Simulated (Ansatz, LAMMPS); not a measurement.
# Which site? Si in place of Ge in amorphous Ge (61 atoms), part 2 of 2

Aim: make Si in place of Ge at several sites of amorphous Ge (61 atoms), relax each, and compare their energies.

Ansatz 0.2.0; Kohn-Sham DFT, r2SCAN, PAW (set soft_1), plane waves.

The cell: 61 Ge. The quench rate of 5 K/ps far exceeds what a furnace or splat quench reaches. The starting topology of bonds comes from the classical model. Only the Γ point is sampled, in a cell whose shortest periodic width is 12 Å.

So far. Step 2 (Single point at the start): The r.m.s. force at the start is 0.21 eV/Å. Step 3 (Relaxation): The relaxation converged after 9 steps, 1.45 eV below its start, with a largest force component of 0.046 eV/Å.

## 4. Single point at the relaxed geometry

The electronic structure is read at the final geometry, in a run of its own.

input.yaml

```yaml
crystal:
  lattice:
    - [11.7217, 0.0, 0.0]
    - [0.0, 11.7217, 0.0]
    - [0.0, 0.0, 11.7217]
  atoms:
    - { symbol: Ge, position: [0.62444, 0.16239, 0.75925] }
    - { symbol: Ge, position: [0.22172, 0.38053, 0.67267] }
    - { symbol: Ge, position: [0.40356, 0.59694, 0.15197] }
    - { symbol: Ge, position: [0.36235, 0.77968, 0.44409] }
    - { symbol: Ge, position: [0.4316, 0.75707, 0.01953] }
    - { symbol: Ge, position: [0.50461, 0.65277, 0.34189] }
    [... 49 atom lines left out ...]
    - { symbol: Ge, position: [0.10285, 0.99657, 0.32002] }
    - { symbol: Ge, position: [0.61147, 0.34836, 0.39615] }
    - { symbol: Ge, position: [0.39837, 0.10262, 0.44009] }
    - { symbol: Ge, position: [0.05417, 0.83597, 0.01896] }
    - { symbol: Ge, position: [0.21471, 0.3604, 0.26254] }
    - { symbol: Ge, position: [0.84042, 0.33618, 0.62014] }
kpoints:
  mp_grid: { grid: [1, 1, 1] }
hamiltonian:
  xc: r2scan
  pseudopotentials: { kind: paw, azcp: { folder: soft_1 } }
scf:
  occupations: { method: fermi_dirac, width: 0.025 }
output:
  forces: true
  stress: true
  populations: intrinsic
  dos:
    method: { smearing: { sigma: 0.08 } }
    de: 0.1
    projected: { site_lists: { Ge: [Ge] } }
  eigenvalues: true
  write_density: true
  write_potential: true
  volumetric_format: npy
  elf: true
```

Command:

```sh
$ ansatz run input.yaml --threads 4 --pin off --max-ram 15872MiB --backend cpu --events-out ev --progress --plain --runs-dir out
```

Numbers of over 12 decimals in the logs are rounded to 6 here.

What it wrote:

```text
[...]
Crystal: 61 atoms, lattice volume = 1610.541 Å³
Basis set: ecut = 500 eV, 40747 PW (Γ), exchange–correlation on 360×360×360 points (64 copies of the dense FFT grid, shifted against one another)
Bands: 513, of which v1, the nominal top of the filled ones, is band 427 counted from 1 (426 counted from 0)
Symmetry: 1 space group operations
[...]
k-points: 1
[...]
SCF iter  14: F=-262460.938331 eV  HF=-262460.938331 eV  |F-HF|=1.66e-8  |Δ(HF+E_count)|=   8.96e-8  Δρ=9.80e-7  dr2=4.64e-8  dr2_τ=1.69e-10  ethr=1.17e-11  ⟨swp⟩=14.0  Hψ=3590  notcnv=0
SCF 1 converged in 14 iterations: F = -262460.938331 eV  dr2 = 4.64e-8
[...]
SCF converged after 14 iterations
Free energy (F): -262460.938331 eV
[...]
Internal energy: -262460.927746 eV  (E = F + TS)
E sigma→0 (E₀):  -262460.933038 eV
Entropy (-TS):   -0.010585 eV (-0.174 meV/atom)
Fermi energy:    6.323907 eV
[...]
--- Forces (eV/Å), atoms counted from 1 ---
  atom   1  Ge     0.00940181     0.00121546    -0.01711380
  atom   2  Ge    -0.00960362    -0.00729760     0.01263899
  atom   3  Ge     0.00802268    -0.00435868     0.00769609
  atom   4  Ge    -0.00869610    -0.01106708     0.00311944
  atom   5  Ge    -0.00159643    -0.01202481     0.00425755
  atom   6  Ge    -0.00369199     0.00058591     0.01057078
  atom   7  Ge    -0.00663685     0.00727410    -0.00203552
  atom   8  Ge     0.00020544     0.00184229     0.01483204
  atom   9  Ge    -0.01338068    -0.00126545     0.00905157
  atom  10  Ge    -0.00702720     0.00906307    -0.02086323
  atom  11  Ge     0.00973735    -0.00138992    -0.01490796
  atom  12  Ge    -0.00557976     0.01190202     0.00775893
  atom  13  Ge    -0.00197470     0.00079836    -0.00239033
  atom  14  Ge     0.00922144     0.00198927    -0.00324404
[...]
atom  60  Ge     0.00838732    -0.00805611    -0.01539879
  atom  61  Ge     0.00380327    -0.00179805    -0.00225159
  max |Σ_I F_I| component: 1.45e-5 eV/Å
--- Stress (GPa, compression-positive) ---
       -3.513287       0.377768      -0.299302
        0.377768      -2.141361      -0.556974
       -0.299302      -0.556974      -5.826477
  P = ⅓ Tr σ = -3.8270 GPa (-38.270 kbar)
--- Band table (eV) ---
[...]
--- intrinsic populations: 61 sites ---
  site symbol       q [e]
     0     Ge     13.9910
     1     Ge     13.9804
     2     Ge     14.0264
[...]
60     Ge     13.9852
  spilling = 0.000000 (of n_electrons = 854.000000)
```

Elapsed: 88 s, on 4 threads of Arm Neoverse V2, shared host; peak memory 4.8 GiB.

Numbers from this run:

```
free energy                                      : -262460.9383 eV
free energy per atom                             : -4302.6383 eV/atom
SCF cycles                                       : 14
pressure                                         : -3.827 GPa
r.m.s. force component                           : 0.01256 eV/Å
longest force                                    : 0.07214 eV/Å
Fermi energy                                     : 6.324 eV
gap (highest filled to lowest empty level) : 0.1897 eV
levels partly filled by over 2 per cent          : 2
```

Intrinsic-atomic-orbital charges by element and coordination:

| element | coordination | atoms | mean charge (e) | spread | least | most |
| --- | --- | --- | --- | --- | --- | --- |
| Ge | all | 61 | 0 | 0.0257 | -0.0669 | 0.0944 |
| Ge | 3 | 3 | 0.0062 | 0.0644 | -0.0577 | 0.0944 |
| Ge | 4 | 57 | 8.0e-4 | 0.0201 | -0.0395 | 0.0622 |
| Ge | 5 | 1 | -0.0669 | 0 | -0.0669 | -0.0669 |

States in the cell by windows of 1 eV, zero at the Fermi level; the larger projections on atomic orbitals stand beside the total:

| from (eV) | to (eV) | total | Ge p | Ge s |
| --- | --- | --- | --- | --- |
| -10 | -9 | 16.2 | 4.1 | 11.9 |
| -9 | -8 | 16.2 | 4.7 | 11.5 |
| -8 | -7 | 18.2 | 6.5 | 11.6 |
| -7 | -6 | 13.8 | 5.8 | 7.9 |
| -6 | -5 | 13.1 | 6.4 | 6.6 |
| -5 | -4 | 7.4 | 4.9 | 2.4 |
| -4 | -3 | 26.3 | 24.4 | 1.6 |
| -3 | -2 | 34.5 | 32.2 | 1.9 |
| -2 | -1 | 41.6 | 39.5 | 1.6 |
| -1 | 0 | 18.3 | 17.0 | 1.0 |
| 0 | 1 | 13.1 | 9.4 | 3.3 |
| 1 | 2 | 25.4 | 17.2 | 6.6 |
| 2 | 3 | 34.2 | 25.1 | 5.9 |
| 3 | 4 | 37.4 | 28.0 | 4.4 |
| 4 | 5 | 37.8 | 27.4 | 3.3 |

The curve was stored every 0.100 eV, coarse against its broadening of 0.08 eV, so these counts are rough.

Between -26 and -10 eV lie 648 more states.

The levels nearest the highest filled one (over half full), pooled over k-points and spins:

| level less the highest filled one (eV) | occupation |
| --- | --- |
| -0.686 | 2 |
| -0.650 | 2 |
| -0.529 | 2 |
| -0.414 | 2 |
| -0.218 | 2 |
| 0 | 1.96 |
| 0.190 | 0.044 |
| 0.423 | 0 |
| 0.612 | 0 |
| 0.646 | 0 |
| 0.728 | 0 |
| 0.961 | 0 |

Valence density in the ac plane at fractional y = 0.177, with atoms of Ge within 0.2 Å of it. It is the smooth field of the valence electrons, not physical close to the nuclei.

Ten steps, logarithmic in the rise over the least value, from '0' (0 e/Å³) to '9' (24 e/Å³), each cell a mean:
```
111234211000000000012222111111111
221111100000000000011211100001122
211000000000000000011111000001122
210000000000000000112211000000122
110000000000000000136631000000111
000000000000000001269952111111111
000000001110000001247632222221100
000000113432110001112211235531100
000001137984211000000001124421000
000000137984210000000000112211000
000000012432110000000000000100000
000000001111111000000000000000000
000000000011221100000000000000000
000000000011222111100000000000000
000000000001111112221100000000000
000000000000001125873110011111000
122211000000000137984211112222111
268731000000000123542100112354211
379841000000000112211000011343212
235421000000011222110000001121111
112221100001112343110000001110000
011233211111122343110000111110000
011489731111111221111111122110000
112489731100000011111222222111000
```
Columns run along a (11.7 Å), rows up along c (11.7 Å). Atoms in or near the plane, at fractional coordinates: Ge at (0.62, 0.76), Ge at (0.15, 0.03), Ge at (0.28, 0.62), Ge at (0.56, 0.31), Ge at (0.07, 0.23).

ELF in the ac plane at fractional y = 0.177, with atoms of Ge within 0.2 Å of it. It is the smooth field of the valence electrons, not physical close to the nuclei.

Values, 13 rows by 16 columns, each cell a mean:
```
0.50 0.59 0.46 0.49 0.32 0.10 0.08 0.12 0.30 0.47 0.47 0.60 0.53 0.39 0.48 0.43
0.52 0.30 0.18 0.13 0.04 0.01 0.01 0.03 0.26 0.56 0.59 0.36 0.10 0.11 0.48 0.61
0.46 0.14 0.04 0.03 0.06 0.10 0.06 0.10 0.44 0.39 0.34 0.41 0.24 0.21 0.41 0.56
0.20 0.18 0.21 0.31 0.39 0.53 0.45 0.28 0.50 0.37 0.32 0.58 0.49 0.42 0.45 0.28
0.07 0.17 0.41 0.46 0.29 0.41 0.58 0.38 0.42 0.36 0.31 0.47 0.41 0.39 0.45 0.14
0.02 0.08 0.32 0.50 0.35 0.44 0.36 0.26 0.22 0.08 0.04 0.17 0.40 0.47 0.31 0.05
0.01 0.01 0.08 0.39 0.67 0.68 0.47 0.38 0.18 0.08 0.04 0.03 0.06 0.07 0.04 0.01
0.05 0.09 0.04 0.06 0.38 0.57 0.50 0.61 0.48 0.39 0.29 0.12 0.12 0.10 0.05 0.02
0.39 0.46 0.35 0.07 0.06 0.26 0.43 0.57 0.32 0.29 0.46 0.33 0.48 0.49 0.35 0.31
0.39 0.28 0.42 0.17 0.03 0.04 0.10 0.42 0.45 0.38 0.37 0.26 0.54 0.41 0.41 0.65
0.41 0.37 0.50 0.18 0.12 0.29 0.43 0.49 0.60 0.49 0.13 0.09 0.40 0.47 0.45 0.56
0.40 0.64 0.50 0.43 0.41 0.50 0.69 0.44 0.43 0.45 0.21 0.34 0.50 0.50 0.25 0.12
0.41 0.42 0.23 0.40 0.55 0.38 0.49 0.48 0.55 0.58 0.50 0.70 0.59 0.47 0.38 0.24
```
Columns run along a (11.7 Å), rows up along c (11.7 Å). Atoms in or near the plane, at fractional coordinates: Ge at (0.62, 0.76), Ge at (0.15, 0.03), Ge at (0.28, 0.62), Ge at (0.56, 0.31), Ge at (0.07, 0.23).

The highest filled and lowest empty levels lie 0.190 eV apart (at Γ alone), but 2 levels are partly filled, by over 2 %, under the smearing. Intrinsic-atomic-orbital charges run from -0.07 to +0.09 e. Within 0.4 eV of the Fermi level the largest share is Ge p (85 % of the projected weight).

## 5. Si on a site of Ge, site Ge52

The site has 3 bonded neighbours (Ge3) at 2.59 Å on average, by cutoffs that count no bonds between two metal atoms or like ions. The change is made in the relaxed cell and the atoms are relaxed again.

input.yaml, the sections that differ from step 4:

```yaml
crystal:
  lattice:
    - [11.7217, 0.0, 0.0]
    - [0.0, 11.7217, 0.0]
    - [0.0, 0.0, 11.7217]
  atoms:
    [... atom lines 1 to 48 left out ...]
    - { symbol: Ge, position: [0.45264, 0.43577, 0.99961] }
    - { symbol: Ge, position: [0.53287, 0.53278, 0.67702] }
    - { symbol: Ge, position: [0.77411, 0.59017, 0.01094] }
    - { symbol: Si, position: [0.84896, 0.56816, 0.26638] }
    - { symbol: Ge, position: [0.46615, 0.0627, 0.64043] }
    - { symbol: Ge, position: [0.71386, 0.71583, 0.35427] }
    - { symbol: Ge, position: [0.72614, 0.90861, 0.99942] }
    [... atom lines 56 to 61 left out ...]
output:
  forces: true
  eigenvalues: true
relax:
  f_tol: 0.05
  max_steps: 90
# kpoints, hamiltonian, scf: as in step 4
```

What it wrote:

```text
[...]
Crystal: 61 atoms, lattice volume = 1610.541 Å³
Basis set: ecut = 500 eV, 40747 PW (Γ), exchange–correlation on 360×360×360 points (64 copies of the dense FFT grid, shifted against one another)
Bands: 507, of which v1, the nominal top of the filled ones, is band 422 counted from 1 (421 counted from 0)
Symmetry: 1 space group operations
[...]
k-points: 1
[...]
SCF iter   9: F=-258796.582049 eV  HF=-258796.582056 eV  |F-HF|=6.95e-6  |Δ(HF+E_count)|=   7.49e-6  Δρ=1.90e-5  dr2=1.41e-5  dr2_τ=6.64e-8  ethr=7.41e-9  ⟨swp⟩=10.0  Hψ=2086  notcnv=0
SCF 1 converged in 9 iterations: F = -258796.582049 eV  dr2 = 1.41e-5
[...]
relax step   1: F+E_penalty+E_count = -258796.58204908 eV  Δ(F+E_penalty+E_count) = +0.000e0 eV  max|allowed force component| = 3.411e-1 eV/Å  Δτ_max = 0.0000 Å  (9 SCF iters, dr2 threshold 6.25e-5 eV, accepted)
[...]
relax step   2: F+E_penalty+E_count = -258796.62531783 eV  Δ(F+E_penalty+E_count) = -4.327e-2 eV  max|allowed force component| = 9.193e-2 eV/Å  Δτ_max = 0.0623 Å  (7 SCF iters, dr2 threshold 7.27e-6 eV, accepted)
[...]
relax step   3: F+E_penalty+E_count = -258796.63148970 eV  Δ(F+E_penalty+E_count) = -6.172e-3 eV  max|allowed force component| = 4.404e-2 eV/Å  Δτ_max = 0.0411 Å  (9 SCF iters, accepted)
[...]
SCF iter   2: F=-258796.631490 eV  HF=-258796.631490 eV  |F-HF|=3.61e-8  |Δ(HF+E_count)|=   1.47e-8  Δρ=6.82e-7  dr2=3.91e-8  dr2_τ=1.01e-10  ethr=3.94e-12  ⟨swp⟩=4.0  Hψ=1057  notcnv=0
SCF 4 converged in 2 iterations: F = -258796.631490 eV  dr2 = 3.91e-8
SCF converged after 2 iterations
Free energy (F): -258796.631490 eV
[...]
Internal energy: -258796.600587 eV  (E = F + TS)
E sigma→0 (E₀):  -258796.616039 eV
Entropy (-TS):   -0.030902 eV (-0.507 meV/atom)
Fermi energy:    6.305944 eV
[...]
--- Forces (eV/Å), atoms counted from 1 ---
  atom   1  Ge    -0.00463029    -0.00507098    -0.00661852
  atom   2  Ge    -0.00059984    -0.00689623     0.00170206
  atom   3  Ge     0.00398020    -0.00274789     0.01110072
  atom   4  Ge     0.00217447    -0.00608498     0.00699731
  atom   5  Ge     0.00904484     0.00477121    -0.00791842
  atom   6  Ge    -0.00609168     0.00487259    -0.00294630
  atom   7  Ge    -0.00749716     0.00601889     0.00265935
  atom   8  Ge    -0.00197810     0.00315115    -0.00980414
  atom   9  Ge    -0.00985811    -0.00206210    -0.00495868
  atom  10  Ge    -0.00289054    -0.00391707     0.00346770
  atom  11  Ge     0.00371304     0.00842662     0.00571482
  atom  12  Ge     0.00972639     0.02131206     0.00397972
  atom  13  Ge    -0.00241672     0.00441760     0.00917978
  atom  14  Ge    -0.00185363    -0.00989223    -0.00016866
[...]
atom  60  Ge     0.01334446    -0.00128251    -0.00015803
  atom  61  Ge    -0.00663523    -0.00311193    -0.00464955
  max |Σ_I F_I| component: 5.67e-6 eV/Å
--- Band table (eV) ---
[...]
--- Relaxed structure (3 steps of the walk, 3 accepted, 0 SCFs on fresh bases) ---
  F+E_penalty+E_count = -258796.63148970 eV   max|allowed force component| = 4.404e-2 eV/Å
  atoms:
    - { symbol: Ge, position: [0.624985, 0.163581, 0.758536] }
    - { symbol: Ge, position: [0.221880, 0.379811, 0.673507] }
    - { symbol: Ge, position: [0.402581, 0.596603, 0.152288] }
    - { symbol: Ge, position: [0.361387, 0.779029, 0.444392] }
[...]
- { symbol: Ge, position: [0.840735, 0.337881, 0.619033] }
```

Run time: 3.2 min. Hardware: 4 threads; peak memory 4.9 GiB.

The relaxation converged after 3 steps, 0.0494 eV below its start, with a largest force component of 0.044 eV/Å.

Local excerpt of 11 atoms (numbers count through the whole input) about the Si atom, after relaxation; x, y, z are measured from there.

| atom | x | y | z | distance (Å) | bonds |
| --- | --- | --- | --- | --- | --- |
| Si52 | 0.00 | 0.00 | 0.00 | 0.00 | 3 |
| Ge54 | -1.58 | 1.69 | 0.93 | 2.49 | 4 |
| Ge43 | 2.27 | 1.03 | 0.28 | 2.51 | 4 |
| Ge39 | -0.39 | -2.11 | 1.36 | 2.54 | 4 |
| Ge51 | -0.86 | 0.23 | -3.04 | 3.17 | 3 |
| Ge28 | 1.63 | 3.28 | -0.66 | 3.72 | 4 |
| Ge12 | -0.89 | 3.62 | -0.71 | 3.79 | 4 |
| Ge29 | 0.13 | -4.02 | -0.32 | 4.03 | 4 |
| Ge57 | -2.80 | -2.60 | 1.41 | 4.07 | 3 |
| Ge7 | 3.92 | -0.19 | -1.24 | 4.12 | 4 |
| Ge6 | -4.05 | 0.95 | 0.79 | 4.23 | 4 |

The column of bonds counts only the pairs Ge-Ge within 2.98 Å, Ge-Si within 2.93 Å; other neighbours, such as metal atoms beside each other in a compound, aren't counted, and periodic images can show an atom twice.

The largest move is 0.10 Å, by Si52.

## 6. Si on a site of Ge, site Ge48

The site has 5 bonded neighbours (Ge5) at 2.65 Å on average. 

Input and log are left out; they have the form of those shown for this kind of step.

Wall time 3.2 min (4 threads of Arm Neoverse V2, shared host); peak memory 4.9 GiB.

The relaxation converged after 3 steps, 0.0520 eV below its start, with a largest force component of 0.034 eV/Å.

## 7. Si on a site of Ge, site Ge9

The site has 4 bonded neighbours (Ge4) at 2.50 Å on average. 

Input and log are left out; they have the form of those shown for this kind of step.

Elapsed: 3.3 min, on 4 threads of Arm Neoverse V2, shared host; peak memory 4.9 GiB; 13 min of CPU time.

The relaxation converged after 3 steps, 0.0432 eV below its start, with a largest force component of 0.024 eV/Å.

## 8. Si on a site of Ge, site Ge18

The site has 4 bonded neighbours (Ge4) at 2.54 Å on average. 

Input and log are left out; they have the form of those shown for this kind of step.

Run time: 3.4 min. Hardware: 4 threads of Arm Neoverse V2, shared host; peak memory 4.9 GiB.

The relaxation converged after 3 steps, 0.0434 eV below its start, with a largest force component of 0.029 eV/Å.

## 9. Si on a site of Ge, site Ge40

The site has 4 bonded neighbours (Ge4) at 2.54 Å on average. 

Input and log are left out; they have the form of those shown for this kind of step.

The job ended after 3.4 min (4 threads of Arm Neoverse V2, shared host; peak memory 4.9 GiB).

The relaxation converged after 3 steps, 0.0467 eV below its start, with a largest force component of 0.027 eV/Å.

## 10. Si on a site of Ge, site Ge59

The site has 4 bonded neighbours (Ge4) at 2.47 Å on average. 

Input and log are left out; they have the form of those shown for this kind of step.

The job ended after 3.3 min (4 threads of Arm Neoverse V2, shared host; peak memory 4.9 GiB).

The relaxation converged after 3 steps, 0.0439 eV below its start, with a largest force component of 0.022 eV/Å.

## 11. The sites compared

All these cells hold the same atoms, so their energies can be compared with no chemical potential.

| site | neighbours | mean distance (Å) | atoms within 6 Å | energy over the best site (eV) | before relaxation (eV) | gain on relaxing (eV) |
| --- | --- | --- | --- | --- | --- | --- |
| Ge59 | Ge4 | 2.47 | 34 | 0.00 | 0.00 | 0.04 |
| Ge9 | Ge4 | 2.50 | 34 | 0.04 | 0.04 | 0.04 |
| Ge18 | Ge4 | 2.54 | 32 | 0.06 | 0.06 | 0.04 |
| Ge40 | Ge4 | 2.54 | 34 | 0.10 | 0.10 | 0.05 |
| Ge48 | Ge5 | 2.65 | 34 | 0.11 | 0.12 | 0.05 |
| Ge52 | Ge3 | 2.59 | 35 | 0.38 | 0.39 | 0.05 |

Neighbours are those of the relaxed host within 2.98 Å (Ge-Ge); other pairs aren't counted.

## 12. Findings

The cheapest site is Ge59 (4 neighbours, Ge4); the dearest, Ge52 (3 neighbours, Ge3), costs 0.38 eV more. By coordination the energies over the best site are 0.38 eV with 3 neighbours, 0.00 to 0.10 eV with 4 neighbours and 0.11 eV with 5 neighbours. Relaxation gains 0.043 to 0.052 eV and leaves the best site the same.

**Limits.** Defects are neutral and interact with their images. In a disordered cell the relaxation can also rearrange atoms far from the site. Only 6 of the 61 Ge sites were tried; unless symmetry makes the others alike to these, a cheaper one may exist. The stress is far from hydrostatic: its diagonal is -3.5, -2.1, -5.8 GPa, compression counted positive. The pressure of -3.8 GPa means that a free cell would contract at this level.

The DFT runs together took 30 min of wall time.

[Logs are printed without paths, hosts, clocks, repeated set-up lines and the standing remarks that a program may print on its own settings, such as how far it seeks lower states.]

[Hosts, paths, dates, database ids (printed as entryN), source tags and the programs' standing remarks are cut or masked in the printed files.]
